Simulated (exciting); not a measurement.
Two BSE runs for the Na K edge of NaTlO, space group P6_3mc. Run A: exciting, all-electron LAPW+lo, LDA, exchange and screened direct term (singlet BSE), 5×5×1 shifted k points, 40 conduction bands, |G+q| up to 3 bohr⁻¹, full RPA screening with nempty = 73, Lorentzian half width 0.45 eV. Run B differs in one setting: k mesh, kernel cutoff, basis, band set, screening or width.

Energy from the Kohn–Sham onset, core level to the lowest empty state found on the meshes used; one zero for both, scaled to A's maximum:

```tsv
E (eV)	A	B
-4.5	0.01	0.00
-4.0	0.02	0.00
-3.5	0.02	0.00
-3.0	0.02	0.01
-2.5	0.03	0.01
-2.0	0.03	0.01
-1.5	0.05	0.01
-1.0	0.07	0.02
-0.5	0.11	0.03
0.0	0.23	0.14
0.5	0.41	0.34
1.0	0.51	0.66
1.5	0.44	0.50
2.0	0.37	0.33
2.5	0.35	0.15
3.0	0.48	0.48
3.5	0.53	0.50
4.0	0.61	0.47
4.5	0.80	0.95
5.0	0.67	0.62
5.5	0.46	0.40
6.0	0.36	0.22
6.5	0.37	0.22
7.0	0.51	0.28
7.5	0.79	1.01
8.0	0.77	0.62
8.5	0.78	0.69
9.0	0.86	1.10
9.5	0.78	0.78
10.0	0.73	0.81
10.5	0.71	0.64
11.0	0.77	0.64
11.5	0.99	1.60
12.0	0.95	1.25
12.5	0.73	0.63
13.0	0.55	0.46
13.5	0.47	0.37
14.0	0.46	0.38
14.5	0.50	0.64
15.0	0.44	0.37
15.5	0.42	0.48
16.0	0.35	0.33
16.5	0.30	0.25
17.0	0.30	0.27
17.5	0.33	0.32
18.0	0.35	0.40
```

Which is the likeliest?

The half width (eV) from 0.45 to 0.11. The spectrum differs from run A by 28 % r.m.s. The highest maximum lies at 11.5 eV (1.62), against 11.6 eV (1.00). Only the width of each line changes; the area stays. A table step wider than the lines misses their tops. Other settings could leave a like mark; this is the change that was made.

[Banner, clock and machine lines of the logs are left out without a mark of their own.]

[Logs are printed without paths, hosts, clocks, repeated set-up lines and the standing remarks that a program may print on its own settings, such as how far it seeks lower states.]

[Hosts, paths, dates, database ids (printed as entryN), source tags and the programs' standing remarks are cut or masked in the printed files.]
